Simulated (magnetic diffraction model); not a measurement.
# Solving a magnetic structure from powder neutron data: TmTi2Ge2

Space group I4/mmm (no. 139), a = 4.1660 Å, c = 10.3770 Å.

```csv
site,atom,x,y,z
2a,Tm,0,0,0
4e,Ge,1/2,1/2,0.1277
4d,Ti,1/2,0,1/4
```

The compound is invented for this exercise: a known structure type with other elements, its cell scaled to their sizes and not relaxed.

Only Tm is taken to order (form factors of Tm3+); orders and moment sizes are assumed, and not adapted to the symmetry. Radiation: neutrons of λ = 4.2 Å, 3° to 100°; isotropic B of 0.34 Å² (Tm), 0.39 Å² (Ge) and 0.41 Å² (Ti). The intensities are simulated: I ∝ L Σ (|F_N|² + |F_M⊥|²) for unpolarised neutrons, with F_M = 2.695 fm/μB × Σ f(s) S exp(2πi Q·r) exp(−B s²) at Q = H ± k (one set where k and −k are equivalent), only the part normal to Q counting and L = 1/(sin²θ cos θ). For collinear order S is the moment m, which repeats by lattice and centring translations R with the sign exp(−2πi k·R). Form factors are spin-only for 3d ions and dipole or tabulated for f ions, scattering lengths are Sears's of 1992, and absorption is left out. A label names one of the reflections at its angle. The strongest nuclear line in the range is 100, and lines under 0.2 are left out.

Above the ordering temperature:

```tsv
2θ (°)	index	I
47.75	(0 0 2)	23.6
65.80	(1 0 1)	5.8
90.94	(1 1 0)	100.0
```

Below it (cell unchanged):

```tsv
2θ (°)	I
41.76	8.7
47.75	23.6
48.40	16.5
65.27	12.3
65.80	5.8
89.50	8.8
90.94	100.0
```

**Question.** Check that the new lines index with k = (1/2 1/2 0), then choose among these models:
A. collinear moments along [100], 3.9 μB on Tm
B. collinear moments along [111], 3.9 μB on Tm
C. collinear moments along [110], 3.9 μB on Tm

The new lines index as (1/2 1/2 0) at 41.76°, (1/2 -1/2 1) at 48.40°, (1/2 1/2 2) at 65.27° and (1/2 -1/2 3) at 89.50°, that is as H ± k with k = (1/2 1/2 0), one of 2 inequivalent arms of its star (k and −k counted as one), which a powder can't tell apart. Half indices mean that the moments reverse under translations with k·R a half-integer, and the magnetic cell has twice the primitive volume.

Magnetic intensity, observed (below minus above) and for each model:

| 2θ (°) | index | observed | A | B | C |
| --- | --- | --- | --- | --- | --- |
| 41.76 | (1/2 1/2 0) | 8.7 | 8.7 | 13.2 | <0.2 |
| 48.40 | (1/2 -1/2 1) | 16.5 | 16.5 | 21.7 | 26.6 |
| 65.27 | (1/2 1/2 2) | 12.3 | 12.3 | 7.4 | 8.9 |
| 89.50 | (1/2 -1/2 3) | 8.8 | 8.8 | 4.4 | 10.1 |

Model A matches.

The structure used: k = (1/2 1/2 0), collinear moments along [100], 3.9 μB on Tm.

[Logs are printed without paths, hosts, clocks, repeated set-up lines and the standing remarks that a program may print on its own settings, such as how far it seeks lower states.]
